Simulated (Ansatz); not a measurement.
# 4-layer 1T-VO2 (AA) in a perpendicular field

Aim: how the 4-layer 1T-VO2 (AA) screens a field along its normal, and what the field does to its bands. A positive field points along +c.

Main program and level: Ansatz 0.2.0; plane-wave DFT, PBE-D3(BJ), Ansatz PAW.

**1. The starting structure**

The cell holds 12 atoms: 8 O and 4 V. Its edges and angles: a = 2.965 Å, b = 2.965 Å, c = 66.626 Å, α = 90.0°, β = 90.0°, γ = 120.0°. Regions: layer 1: 1T-VO2, 3 atoms (2 O and 1 V); layer 2: 1T-VO2, 3 atoms (2 O and 1 V); layer 3: 1T-VO2, 3 atoms (2 O and 1 V); layer 4: 1T-VO2, 3 atoms (2 O and 1 V). Vacuum lies along c.

**2. Relaxing the slab**

The starting cell is a guess, so the in-plane lattice and the atoms are relaxed first, with the slab cut off from its images along the normal.

The input, input.yaml:

```yaml
crystal:
  lattice:
    - [2.964731, 0.0, 0.0]
    - [-1.4823655, 2.5675323614, 0.0]
    - [0.0, 0.0, 66.6262167095]
  atoms:
    - { symbol: O, position: [0.6666666667, 0.3333333333, 0.3662222051] }
    - { symbol: V, position: [0.0, 0.0, 0.3833442502], spin: 1.0 }
    - { symbol: O, position: [0.3333333333, 0.6666666667, 0.4004662953] }
    - { symbol: O, position: [0.6666666667, 0.3333333333, 0.443992705] }
    - { symbol: V, position: [0.0, 0.0, 0.4611147501], spin: 1.0 }
    - { symbol: O, position: [0.3333333333, 0.6666666667, 0.4782367952] }
    - { symbol: O, position: [0.6666666667, 0.3333333333, 0.5217632048] }
    - { symbol: V, position: [0.0, 0.0, 0.5388852499], spin: 1.0 }
    - { symbol: O, position: [0.3333333333, 0.6666666667, 0.556007295] }
    - { symbol: O, position: [0.6666666667, 0.3333333333, 0.5995337047] }
    - { symbol: V, position: [0.0, 0.0, 0.6166557498], spin: 1.0 }
    - { symbol: O, position: [0.3333333333, 0.6666666667, 0.6337777949] }
  periodic: [true, true, false]
magnetization:
  spin_polarized: true
kpoints:
  mp_grid: { grid: [12, 12, 1] }
hamiltonian:
  xc: pbe
  dispersion: d3bj
scf:
  occupations: { method: fermi_dirac, width: 0.05 }
  convergence: { dr2_threshold: 1.0e-09 }
relax:
  f_tol: 0.004
  max_steps: 90
  cell: {}
output:
  write_potential: true
  write_density: true
  volumetric_format: npy
```

Command:

```console
$ ansatz run input.yaml --threads 4 --pin off --max-ram 12288MiB --backend cpu --events-out ev --progress --plain --runs-dir out
```

Numbers of over 12 decimals in the logs are rounded to 6 here.

The log of the run:

```text
Warning: relax.cell: scf.convergence.dr2_threshold = 1e-9 eV is looser than the 1.54979023431e-10 eV advised for a relaxation that steers and ends on the stress (1e-10 eV for each atom of the cell: 12, times the square of relax.cell.stress_2d_tol = 0.05 N/m over 27.8 Å (the atoms' height at the walk's start and 5 Å past either face), 1.797e-2 GPa, over a crystal's default 0.05). What an SCF threshold leaves in a stress goes as its square root, and in the free energy as the threshold itself, and one threshold admits the most on a small cell: [figures from the program's tests cut] Set scf.convergence.dr2_threshold to 1.54979023431e-10 eV or tighter. [rest of the remark cut]
Engine: ansatz 0.2.0, aarch64-unknown-linux-gnu
Pseudopotentials: kind: paw
Pseudopotential: O, paw, valence charge 6, recommended cutoff 420 eV (normal), O.paw.azcp
Pseudopotential: V, paw, valence charge 13, recommended cutoff 420 eV (normal), V.paw.azcp
Functional definition: PBE
  parameter kappa = 0.804
  parameter beta = 0.066725
  exchange = pbe_x(kappa = kappa, mu = beta*pi^2/3)
  correlation = pbe_c(beta = beta)
Crystal: 12 atoms, lattice volume = 507.162 Å³
Basis set: ecut = 420 eV, 9703 PW (Γ), exchange–correlation on 40×40×900 points (8 copies of the dense FFT grid, shifted against one another)
Bands: 64, of which v1, the nominal top of the filled ones, is band 50 counted from 1 (49 counted from 0)
Symmetry: 12 space group operations
Space group: P-3m1 (ITA 164), of the structure as read, at distance tolerance 8.0e-5 Å
Magnetic group: BNS 164.85 (UNI 1315), of the structure as read, at distance tolerance 8.0e-5 Å
k-points: 19 of 144
Non-local potential: O, projectors of the file, l = 0: 2, l = 1: 2, l = 2: 1
Non-local potential: V, projectors of the file, l = 0: 3, l = 1: 2, l = 2: 3, l = 3: 1
PAW form: soft (Blöchl's): semilocal exchange-correlation on the pseudo side does not see the compensation charge
PAW one-centre angular grid: O, 110 points (default); XC on 64 Gauss nodes
PAW one-centre angular grid: V, 590 points (default); XC on 64 Gauss nodes
Initial density: superposition of atomic densities (neutral atoms: chi_scale 0, normalization atom)
Starting moments: Σ|m| = 4 μB on 4 of 12 sites
Initial wavefunctions: pseudopotential atomic-orbital guess
Functional: x = pbe(κ = 0.804, μ = 0.219515), c = pbe(β = 0.066725)
SCF iter   1: F=—  HF=-16208.726610 eV  |F-HF|=—  |Δ(HF+E_count)|=         —  Δρ=5.45e-2 (↑5.45e-2 ↓5.13e-2)  dr2=6.57e1  dr2_m=1.20e-1  M=3.848 μB ∫|m|=3.890 μB  β_m=0.30  ethr=3.10e-3  ⟨swp⟩=9.6  Hψ=13389  notcnv=0
Mixer restart at iter 1: flushing history
preconditioner: auto → LDOS  [metal: Δε(μ)=0.064 eV  Ē_g=10.108 eV  σ=0.050 eV  W_gap=0.30  n_scr=44 (ndim 8)  ℏωp=13.6 eV  f_vac=0.687  D(μ)=6.11/eV (n_scr^D=30)]
spin=Collinear: LDOS preconditioning applied to the charge; magnetization (m = ρ↑ − ρ↓) channel mixes plain (no charge-response kernel on spin).
SCF iter   2: F=—  HF=-16199.012194 eV  |F-HF|=—  |Δ(HF+E_count)|=    9.71e0  Δρ=2.87e-2 (↑2.73e-2 ↓2.87e-2)  dr2=1.96e1  dr2_m=6.05e-2  M=3.951 μB ∫|m|=4.064 μB  β_m=0.46  ethr=3.10e-3  ⟨swp⟩=4.6  Hψ=6777  notcnv=0  defer=57
SCF iter   3: F=—  HF=-16195.100657 eV  |F-HF|=—  |Δ(HF+E_count)|=    3.91e0  Δρ=7.84e-3 (↑7.84e-3 ↓6.22e-3)  dr2=2.65e-1  dr2_m=4.85e-2  M=3.998 μB ∫|m|=4.357 μB  β_m=0.59  ethr=3.10e-3  ⟨swp⟩=3.8  Hψ=6128  notcnv=0  defer=57
SCF iter   4: F=—  HF=-16195.257469 eV  |F-HF|=—  |Δ(HF+E_count)|=         —  Δρ=3.99e-3 (↑1.84e-3 ↓3.99e-3)  dr2=1.74e-1  dr2_m=9.54e-3  M=4.000 μB ∫|m|=4.460 μB  β_m=0.59  ethr=2.65e-4  ⟨swp⟩=3.9  Hψ=6588  notcnv=0  defer=72
SCF iter   5: F=—  HF=-16195.234760 eV  |F-HF|=—  |Δ(HF+E_count)|=   2.27e-2  Δρ=1.39e-3 (↑4.39e-4 ↓1.39e-3)  dr2=9.44e-3  dr2_m=2.93e-3  M=4.000 μB ∫|m|=4.547 μB  β_m=0.79  ethr=1.74e-4  ⟨swp⟩=2.9  Hψ=4346  notcnv=0  defer=72
SCF iter   6: F=—  HF=-16195.237027 eV  |F-HF|=—  |Δ(HF+E_count)|=   2.27e-3  Δρ=6.90e-4 (↑6.90e-4 ↓2.88e-4)  dr2=4.33e-3  dr2_m=3.36e-4  M=4.000 μB ∫|m|=4.632 μB  β_m=0.73  ethr=9.44e-6  ⟨swp⟩=3.2  Hψ=5826  notcnv=0  defer=72
SCF iter   7: F=—  HF=-16195.236332 eV  |F-HF|=—  |Δ(HF+E_count)|=   6.95e-4  Δρ=2.23e-4 (↑2.23e-4 ↓1.07e-4)  dr2=6.57e-4  dr2_m=3.15e-5  M=4.000 μB ∫|m|=4.645 μB  β_m=0.79  ethr=4.33e-6  ⟨swp⟩=3.3  Hψ=4671  notcnv=0  defer=72
SCF iter   8: F=—  HF=-16195.236315 eV  |F-HF|=—  |Δ(HF+E_count)|=   1.69e-5  Δρ=5.62e-5 (↑5.62e-5 ↓2.36e-5)  dr2=2.63e-5  dr2_m=5.65e-6  M=4.000 μB ∫|m|=4.650 μB  β_m=0.83  ethr=6.57e-7  ⟨swp⟩=3.2  Hψ=4570  notcnv=0  defer=72
SCF iter   9: F=—  HF=-16195.236416 eV  |F-HF|=—  |Δ(HF+E_count)|=   1.01e-4  Δρ=2.26e-5 (↑2.26e-5 ↓1.29e-5)  dr2=5.96e-6  dr2_m=5.87e-7  M=4.000 μB ∫|m|=4.652 μB  β_m=0.74  ethr=2.63e-8  ⟨swp⟩=3.3  Hψ=5349  notcnv=0  defer=72
SCF iter  10: F=—  HF=-16195.236416 eV  |F-HF|=—  |Δ(HF+E_count)|=   7.78e-8  Δρ=1.21e-5 (↑1.21e-5 ↓5.59e-6)  dr2=2.61e-6  dr2_m=1.43e-7  M=4.000 μB ∫|m|=4.653 μB  β_m=0.82  ethr=5.96e-9  ⟨swp⟩=2.2  Hψ=3343  notcnv=0  defer=72
SCF iter  11: F=—  HF=-16195.236416 eV  |F-HF|=—  |Δ(HF+E_count)|=   3.60e-8  Δρ=3.07e-6 (↑3.07e-6 ↓1.36e-6)  dr2=3.71e-8  dr2_m=1.33e-8  M=4.000 μB ∫|m|=4.653 μB  β_m=0.84  ethr=2.61e-9  ⟨swp⟩=2.2  Hψ=3671  notcnv=0  defer=72
SCF iter  12: F=—  HF=-16195.236416 eV  |F-HF|=—  |Δ(HF+E_count)|=   5.16e-8  Δρ=1.03e-6 (↑1.03e-6 ↓9.60e-7)  dr2=2.34e-8  dr2_m=1.97e-9  M=4.000 μB ∫|m|=4.653 μB  β_m=0.82  ethr=3.71e-11  ⟨swp⟩=3.8  Hψ=6219  notcnv=0  defer=72
SCF iter  13: F=—  HF=-16195.236416 eV  |F-HF|=—  |Δ(HF+E_count)|=   1.84e-9  Δρ=4.89e-7 (↑4.89e-7 ↓2.06e-7)  dr2=3.48e-9  dr2_m=3.64e-10  M=4.000 μB ∫|m|=4.653 μB  β_m=0.85  ethr=2.34e-11  ⟨swp⟩=2.7  Hψ=4263  notcnv=0  defer=72
SCF iter  14: F=—  HF=-16195.236416 eV  |F-HF|=—  |Δ(HF+E_count)|=  7.75e-10  Δρ=1.25e-7 (↑8.55e-8 ↓1.25e-7)  dr2=1.50e-10  dr2_m=1.06e-11  M=4.000 μB ∫|m|=4.653 μB  β_m=0.86  ethr=3.48e-12  ⟨swp⟩=2.8  Hψ=5015  notcnv=0  defer=72
SCF iter  15: F=—  HF=-16195.236416 eV  |F-HF|=—  |Δ(HF+E_count)|=  1.09e-10  Δρ=4.33e-8 (↑4.33e-8 ↓2.42e-8)  dr2=1.93e-11  dr2_m=2.36e-12  M=4.000 μB ∫|m|=4.653 μB  β_m=0.87  ethr=1.00e-12  ⟨swp⟩=7.5  Hψ=16074  notcnv=0
SCF iter  16: F=-16195.236416 eV  HF=-16195.236416 eV  |F-HF|=9.30e-10  |Δ(HF+E_count)|=  3.55e-10  Δρ=2.02e-8 (↑2.02e-8 ↓1.14e-8)  dr2=1.04e-11  dr2_m=5.34e-13  M=4.000 μB ∫|m|=4.653 μB  ethr=1.00e-12  ⟨swp⟩=7.4  Hψ=13716  notcnv=0
SCF 1 converged in 16 iterations: F = -16195.236416 eV  dr2 = 1.04e-11
[...]
relax step  14: F+E_penalty+E_count = -16197.90940121 eV  Δ(F+E_penalty+E_count) = -4.389e-5 eV  max|allowed force component| = 1.076e-3 eV/Å  Δτ_max = 0.0005 Å  P = +0.002 N/m  Ω = 474.370 Å³  energy of the carried Pulay correction = +1.495e-3 eV  fix = [c, alpha, beta]  reactions: c +0.000 N/m  (10 SCF iters, accepted)
iter 1 solved again at ethr=1.15e-7 eV; its pass at ethr=3.10e-3 eV (dr2=1.15e-4 eV) is discarded
SCF iter   1: F=—  HF=-16197.907659 eV  |F-HF|=—  |Δ(HF+E_count)|=         —  Δρ=6.34e-6 (↑6.34e-6 ↓6.32e-6)  dr2=1.07e-7  dr2_m=4.29e-10  M=4.000 μB ∫|m|=4.349 μB  β_m=0.65  ethr=1.15e-7  ⟨swp⟩=6.6  Hψ=25511  notcnv=0
spin=Collinear: LDOS preconditioning applied to the charge; magnetization (m = ρ↑ − ρ↓) channel mixes plain (no charge-response kernel on spin).
SCF iter   2: F=—  HF=-16197.907751 eV  |F-HF|=—  |Δ(HF+E_count)|=   9.11e-5  Δρ=2.30e-6 (↑2.30e-6 ↓2.28e-6)  dr2=2.96e-8  dr2_m=1.38e-10  M=4.000 μB ∫|m|=4.349 μB  β_m=0.56  ethr=1.07e-10  ⟨swp⟩=4.8  Hψ=7691  notcnv=0
SCF iter   3: F=—  HF=-16197.907751 eV  |F-HF|=—  |Δ(HF+E_count)|=   5.65e-9  Δρ=7.27e-7 (↑6.95e-7 ↓7.27e-7)  dr2=2.46e-9  dr2_m=6.09e-11  M=4.000 μB ∫|m|=4.349 μB  β_m=0.65  ethr=2.96e-11  ⟨swp⟩=3.2  Hψ=4903  notcnv=0
SCF iter   4: F=—  HF=-16197.907751 eV  |F-HF|=—  |Δ(HF+E_count)|=   4.99e-8  Δρ=1.27e-7 (↑1.27e-7 ↓1.20e-7)  dr2=1.43e-10  dr2_m=1.12e-11  M=4.000 μB ∫|m|=4.349 μB  β_m=0.67  ethr=2.46e-12  ⟨swp⟩=3.3  Hψ=4890  notcnv=0
SCF iter   5: F=-16197.907751 eV  HF=-16197.907751 eV  |F-HF|=9.31e-10  |Δ(HF+E_count)|=   1.09e-8  Δρ=5.53e-8 (↑3.38e-8 ↓5.53e-8)  dr2=2.61e-11  dr2_m=1.09e-12  M=4.000 μB ∫|m|=4.349 μB  ethr=1.00e-12  ⟨swp⟩=13.2  Hψ=18481  notcnv=0
SCF 15 converged in 5 iterations: F = -16197.907751 eV  dr2 = 2.61e-11
relax step  15: F+E_penalty+E_count = -16197.90775070 eV  Δ(F+E_penalty+E_count) = +1.651e-3 eV  max|allowed force component| = 1.061e-3 eV/Å  Δτ_max = 0.0000 Å  P = -0.027 N/m  Ω = 474.370 Å³  fix = [c, alpha, beta]  reactions: c -0.000 N/m  stress off target by 2.72e-2 N/m on what of the cell is left free  SCF on the basis re-selected at this cell (its energy is not comparable with the rows above)  (5 SCF iters)
basis re-selected at this cell: Δ(F+E_penalty+E_count) = +1.651e-3 eV, ΔP = -0.030 N/m vs the last step (what re-selecting the basis moved, of the pressure what is left beyond the Pulay correction that the steps carried, after the strain that the cell walked since its last selection, with what the two solves' SCF thresholds leave and, on support functions, any second-order correction that the steps lacked; it is no m [...]
WARN: The output density's exchange-correlation potential varies sharply where the density is thin. Do not read a vacuum level from v_tot or v_xc, or from such a field of the output density. On a cell that repeats whose density bears no net charge and no dipole along the vacuum's axis use v_es (v_loc + v_h of the components); under efield.dipole_correction with no amplitude use v_es + v_field, which holds any externa [...]
an SCF from ferrimagnetic starting moments (0.00, -1.00, 0.00, 0.00, 1.00, 0.00, 0.00, 1.00, 0.00, 0.00, 1.00, 0.00 Bohr magnetons, atom by atom) was not made, so that it is not known whether that order lies lower: the deck asks for what bars it, or types moments that do (magnetization.spin_polarized, in the input reference, names some of the keys), or the run goes by scf.lower_state_search: light, the default, which as a rule tries one only behind a close that has lost an order of both signs, or on which an open d or half-filled 4f shell of a PAW file has lost a moment that was set nearer to Hund's than to what is left; [rest of the remark cut]
SCF converged after 5 iterations
Magnetization: 4.0000 μB (52.0000 up, 48.0000 down)
Absolute magnetization: 4.3532 μB (∫|ρ↑−ρ↓|, with the PAW one-centre terms)
Spin contamination: 0.0467 ħ² per cell (⟨S²⟩ above its minimum at these occupations)
Per-site moments (μB) at R_I (Å): [(-0.00985779, 0.798576), (0.778980, 0.797693), (-0.010771, 0.797693), (-0.010877, 0.797768), (0.779962, 0.797701), (-0.010898, 0.797701), (-0.010898, 0.797701), (0.779962, 0.797701), (-0.010877, 0.797768), (-0.010771, 0.797693), (0.778980, 0.797693), (-0.00985779, 0.798576)]
Free energy (F): -16197.907751 eV
Harris-Foulkes:  -16197.907751 eV  (|F-HF|=9.31e-10)
Internal energy: -16197.853059 eV  (E = F + TS)
E sigma→0 (E₀):  -16197.880405 eV
Entropy (-TS):   -0.054692 eV (-4.558 meV/atom)
Fermi energy:    -6.534830 eV
--- Per-component energies (eV) ---
  E_band       = -2645.102340
  E_kinetic    = 2740.898394
  E_local      = -1368365.567258  (includes V_loc(G=0)·N_el)
  E_nonlocal   = 184.872481
  E_hartree    = 682632.363509
  E_xc         = -1111.682513
  E_vxc        = -1414.122610  (∫ρ·V_xc dr)
  E_paw        = -5702.843801  (= ΣΔE_a)
  E_vpaw       = -1055.930271  (= ΣTr[D̂ρ^β])
  E_aug_tail   = 0.020627  (compensation charges beyond the density's cutoff)
  E_ewald      = 673426.376024
  E_disp       = -2.290522  (pairwise vdW)
  E_smearing   = -0.054692  (= −TS)
  E_closure    = 0.000000  (closes the sum)
  Σ components = -16197.907751   (vs F -16197.907751, Δ=0.00e0)
--- Forces (eV/Å), atoms counted from 1 ---
  atom   1  O     -0.00000000     0.00000000    -0.00054693
  atom   2  V      0.00000000    -0.00000000    -0.00042429
  atom   3  O      0.00000000    -0.00000000     0.00106131
  atom   4  O     -0.00000000     0.00000000     0.00033892
  atom   5  V      0.00000000    -0.00000000    -0.00009636
  atom   6  O      0.00000000    -0.00000000    -0.00025045
  atom   7  O     -0.00000000     0.00000000     0.00025045
  atom   8  V     -0.00000000     0.00000000     0.00009636
  atom   9  O      0.00000000    -0.00000000    -0.00033892
  atom  10  O     -0.00000000     0.00000000    -0.00106131
  atom  11  V     -0.00000000     0.00000000     0.00042429
  atom  12  O      0.00000000    -0.00000000     0.00054693
  max |Σ_I F_I| component: 1.85e-17 eV/Å
--- 2D stress c σ (N/m, compression-positive) ---
       -0.027201       0.000000      -0.000000
        0.000000      -0.027201      -0.000000
       -0.000000      -0.000000      -0.000000
  P = ½ c Tr σ = -0.0272 N/m
--- Band table (eV; the first three rows and the last of 38) ---
  k-point 0 ↑: bands = [... 46 lower, -8.7761, -8.7431, -7.2326, -7.2326, -7.2299, -7.2299, -7.2259, -7.2259, ... 10 higher]
  k-point 1 ↑: bands = [... 46 lower, -8.9529, -8.6613, -7.0717, -7.0632, -7.0503, -7.0361, -6.9899, -6.9869, ... 10 higher]
  k-point 2 ↑: bands = [... 46 lower, -8.7504, -8.5639, -6.8807, -6.8637, -6.8369, -6.8073, -6.5656, -6.5651, ... 10 higher]
  k-point 18 ↓: bands = [... 46 lower, -9.9693, -9.8847, -5.5833, -5.5587, -5.5296, -5.5055, -4.9676, -4.9676, ... 10 higher]
  the weakly bound empty levels are not read free of the cell's end (no_gap_told)
--- Relaxed structure (13 steps of the walk, 13 accepted, 2 SCFs on fresh bases) ---
  F+E_penalty+E_count = -16197.90775070 eV   max|allowed force component| = 1.061e-3 eV/Å   (the final SCF, on the basis selected at the relaxed cell)
  cell:  # Å, volume = 474.3698 Å³
    - [2.867283, 0.0, 0]
    - [-1.433642, 2.483140, 0]
    - [0, 0, 66.6262167095]
  atoms:
    - { symbol: O, position: [0.666667, 0.333333, 0.382194] }
    - { symbol: V, position: [2.3143825243483154e-17, 0, 0.397258] }
    - { symbol: O, position: [0.333333, 0.666667, 0.412261] }
    - { symbol: O, position: [0.666667, 0.333333, 0.450805] }
    - { symbol: V, position: [7.814157375049714e-18, 0, 0.465813] }
    - { symbol: O, position: [0.333333, 0.666667, 0.480816] }
    - { symbol: O, position: [0.666667, 0.333333, 0.519184] }
    - { symbol: V, position: [-7.814157375049718e-18, 0, 0.534187] }
    - { symbol: O, position: [0.333333, 0.666667, 0.549195] }
    - { symbol: O, position: [0.666667, 0.333333, 0.587739] }
    - { symbol: V, position: [-2.3143825243483154e-17, 0, 0.602742] }
    - { symbol: O, position: [0.333333, 0.666667, 0.617806] }
```

Run time: 6.1 min. Hardware: 4 threads of Arm Neoverse V2, shared host; peak memory 1.6 GiB.

The steps of the relaxation:

```csv
step,energy less that of the first step (eV),largest force component (eV/Å),volume (Å³)
1,0.0000,2.8145,507.16
2,-2.2953,0.8305,493.33
3,-2.5885,0.3814,470.09
4,-2.6429,0.0291,474.76
5,-2.6699,0.0305,474.93
6,-2.6923,0.0364,475.09
7,-2.6949,0.0524,475.00
8,-2.6976,0.0157,475.40
9,-2.6980,0.0139,475.57
10,-2.6980,0.0120,475.56
11,-2.6981,0.0001,475.51
12*,-2.6710,0.0001,475.51
13,-2.6729,0.0050,474.40
14,-2.6730,0.0011,474.37
15*,-2.6713,0.0011,474.37
```

Relaxation steps marked * repeat the geometry before them on a plane-wave basis chosen anew for their cell, so energy and pressure can jump there.

The run keeps the 12 symmetry operations that it works with, so distortions that break them were not tested.

```csv
cell as run,before,after,change
a (Å),2.965,2.867,-3.3 %
b (Å),2.965,2.867,-3.3 %
```

The atoms that moved most (Å, along periodic axes as changes of fractional coordinates times the final cell, across vacuum about the mean position):

```csv
atom,dx,dy,dz,length
O12,0.000,0.000,-1.064,1.064
O1,0.000,0.000,1.064,1.064
V2,0.000,0.000,0.927,0.927
V11,0.000,0.000,-0.927,0.927
O10,0.000,0.000,-0.786,0.786
O3,0.000,0.000,0.786,0.786
O4,0.000,0.000,0.454,0.454
O9,0.000,0.000,-0.454,0.454
```

Final coordinates:

```cif
data_structure
_symmetry_space_group_name_H-M 'P 1'
_symmetry_Int_Tables_number 1
_cell_length_a 2.8673
_cell_length_b 2.8673
_cell_length_c 66.6262
_cell_angle_alpha 90.000
_cell_angle_beta 90.000
_cell_angle_gamma 120.000
_cell_volume 474.37
loop_
_atom_site_label
_atom_site_type_symbol
_atom_site_fract_x
_atom_site_fract_y
_atom_site_fract_z
_atom_site_occupancy
O1 O 0.66667 0.33333 0.38219 1
V2 V 0.00000 0.00000 0.39726 1
O3 O 0.33333 0.66667 0.41226 1
O4 O 0.66667 0.33333 0.45080 1
V5 V 0.00000 0.00000 0.46581 1
O6 O 0.33333 0.66667 0.48082 1
O7 O 0.66667 0.33333 0.51918 1
V8 V 0.00000 0.00000 0.53419 1
O9 O 0.33333 0.66667 0.54920 1
O10 O 0.66667 0.33333 0.58774 1
V11 V 0.00000 0.00000 0.60274 1
O12 O 0.33333 0.66667 0.61781 1
```

Numbers from this step:

| Item | Value |
| --- | --- |
| energy at zero smearing | -16197.8804 eV |
| total moment | 4.000 μB |

Site moment by atom:

```csv
atom,site moment (μB)
O1,-0.010
V2,0.779
O3,-0.011
O4,-0.011
V5,0.780
O6,-0.011
O7,-0.011
V8,0.780
O9,-0.011
O10,-0.011
V11,0.779
O12,-0.010
```

The lattice constant a goes from 2.965 to 2.867 Å.

(Part 1 of 4 ends here.)

[Logs are printed without paths, hosts, clocks, repeated set-up lines and the standing remarks that a program may print on its own settings, such as how far it seeks lower states.]

[Hosts, paths, dates, database ids (printed as entryN), source tags and the programs' standing remarks are cut or masked in the printed files.]

[Maps of the electrostatic potential energy from Ansatz leave out the sawtooth potential of an applied field or a dipole correction, so their vacuum need not be flat; planar profiles and work functions include it.]
